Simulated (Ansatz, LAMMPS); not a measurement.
# A frame of amorphous polyisobutylene (as short chains C22H46) from 580 K (136 atoms): where an added charge goes: runs compared

Does an extra electron or hole in a frame of amorphous polyisobutylene (as short chains C22H46) from 580 K (136 atoms) stay spread out, or do the atoms trap it?

Computed with Ansatz 0.2.0: Kohn-Sham DFT, LDA, PAW (set soft_2), plane waves.

## Step 1: The cell as built

The cell holds 136 atoms: 44 C and 92 H. Cell: a = 11.232 Å, b = 11.232 Å, c = 11.232 Å, α = 90.0°, β = 90.0°, γ = 90.0°. 2 polyisobutylene chains of 5 units with methyl end groups placed at random, at 0.728 g/cm³; overlaps pushed apart, then 20 ps at 800 K with MMFF94 bonds, angles, torsions, charges and radii (Halgren, J. Comput. Chem. 17, 490 (1996)) in harmonic and 12-6 forms. Snapshot after 30 ps at 580 K and fixed volume.

What the set-up can't give: The network of contacts between molecules at the start is that of the classical potential that made the cell, and needn't be the one that DFT or experiment would give. The Brillouin zone is sampled at Γ only, in a cell whose shortest periodic width is 11 Å.

## Step 2: The reference run

The reference is a single point at the end of the relaxation.

The charged cells start from the geometry of this run, on a uniform background, with spin and a narrow Fermi–Dirac smearing.

Its input, with most atom lines left out:

```yaml
crystal:
  lattice:
    - [11.23193, 0.0, 0.0]
    - [0.0, 11.23193, 0.0]
    - [0.0, 0.0, 11.23193]
  atoms:
    - { symbol: C, position: [0.74127, 0.53058, 0.5884] }
    - { symbol: C, position: [0.80366, 0.47039, 0.69105] }
    - { symbol: C, position: [0.73923, 0.36385, 0.74731] }
    - { symbol: C, position: [0.81771, 0.3213, 0.84859] }
    - { symbol: C, position: [0.73135, 0.26559, 0.65462] }
    - { symbol: C, position: [0.61575, 0.40816, 0.78519] }
    - { symbol: C, position: [0.53016, 0.34068, 0.8688] }
    [... atom lines 8 to 136 left out ...]
kpoints:
  mp_grid: { grid: [1, 1, 1] }
hamiltonian:
  xc: lda
scf:
  occupations: { method: fixed }
output:
  forces: true
  stress: true
  populations: intrinsic
  dos:
    method: { smearing: { sigma: 0.15 } }
    de: 0.1
    projected: { site_lists: { C: [C], H: [H] } }
  eigenvalues: true
  write_density: true
  write_potential: true
  volumetric_format: npy
```

* free energy per atom: -89.3003 eV/atom
* r.m.s. force component: 0.00725 eV/Å
* pressure: -0.3005 GPa

Filled and empty levels are parted by 4.90 eV (at Γ alone); a local or semilocal functional tends to put such gaps too low. In a disordered cell it changes from sample to sample, and tail or defect levels can set it.

## Step 3: The runs

Each row is one run, on 4 threads of AMD EPYC (Zen 3), shared host. The free energy is the program's total, comparable only between runs with the same functional, potentials and atoms; between charge states it hangs on the program's zero of potential.

```csv
run,atoms,outcome,"ionic steps, all passes",free energy (eV),time,host memory (GiB)
Single point at the start,136,converged,-,-12135.263,21 s,1.2
Relaxation,136,converged,21,-12144.835,6.1 min,1.2
Single point at the relaxed geometry,136,converged,-,-12144.835,58 s,1.3
"An extra electron, atoms held",136,converged,-,-12142.636,91 s,2.2
"An extra electron, atoms relaxed",136,converged,2,-12142.640,83 s,2.1
"An extra electron, levels at the relaxed geometry",136,converged,-,-12142.640,80 s,2.2
Neutral at the geometry of the electron,136,converged,-,-12144.834,45 s,1.3
"An extra hole, atoms held",136,converged,-,-12142.153,1.9 min,2.2
"An extra hole, atoms relaxed",136,converged,6,-12142.294,5.2 min,2.2
"An extra hole, levels at the relaxed geometry",136,converged,-,-12142.294,2 min,2.2
Neutral at the geometry of the hole,136,converged,-,-12144.684,49 s,1.3
```

## Step 4: Energies and spread of the extra charge

Energies are differences within one cell and functional; the shift is the gain plus the neutral cell's energy at the new geometry, that is how much cheaper the vertical process becomes there. The spread is the participation number of the site moments (1/Σw², over the spin inside atomic spheres), with the atom that holds the largest share and the spin that the spheres hold in all.

```csv
carrier,"charged less neutral, atoms held (eV)",gain on relaxing (eV),"neutral cell at that geometry, less the reference (eV)",shift of the vertical energy (eV),"spread, atoms held","spread, relaxed"
electron,2.200,0.004,0.002,0.006,-,-
hole,2.683,0.141,0.151,0.292,41; C11 5 % of 0.45 μB,36; C7 6 % of 0.44 μB
```

## Step 5: Outcome

The extra electron gains 0.0043 eV as the atoms relax: so small a gain shows no trapping at this level. The extra hole gains 0.14 eV as the atoms relax, and its spin goes from about 41 to 36 atoms: it stays spread out at this level. The hole is shared among 2 partly filled levels, as near-degenerate levels under the smearing give, and as self-interaction favours. With the atoms held, the spheres hold only 0.45 of the 1.00 μB, so the spread is read from a small part of the spin. Adding the two vertical energies gives 4.88 eV, against a gap of 4.90 eV in the neutral cell. The zero of the potential cancels in this sum; the attraction to the background, which lowers it, doesn't.

Caveats: Single energies of charged cells hang on the program's zero of potential. In the spin-polarised runs the search for a state of lower energy was switched off. No distortion was seeded, so a trapped state behind a barrier can't be found. Local and local or semilocal functionals favour spread-out charges, so trapping can be missed. The reference functional has no dispersion term, which matters for the binding between molecules or layers, where LDA binds through overlap of densities alone. The density was typed from a rule of thumb and may lie off the real one at this temperature. Charged cells carry a uniform background, with no correction for images.

The DFT runs together took 22 min of wall time.

[Logs are printed without paths, hosts, clocks, repeated set-up lines and the standing remarks that a program may print on its own settings, such as how far it seeks lower states.]

[Hosts, paths, dates, database ids (printed as entryN), source tags and the programs' standing remarks are cut or masked in the printed files.]

[The MMFF94 radii named for the starting cell were scaled by 0.96; in molecules described by MMFF94, hydrogen bound to N, O or S took a small fixed 12-6 site in their place.]
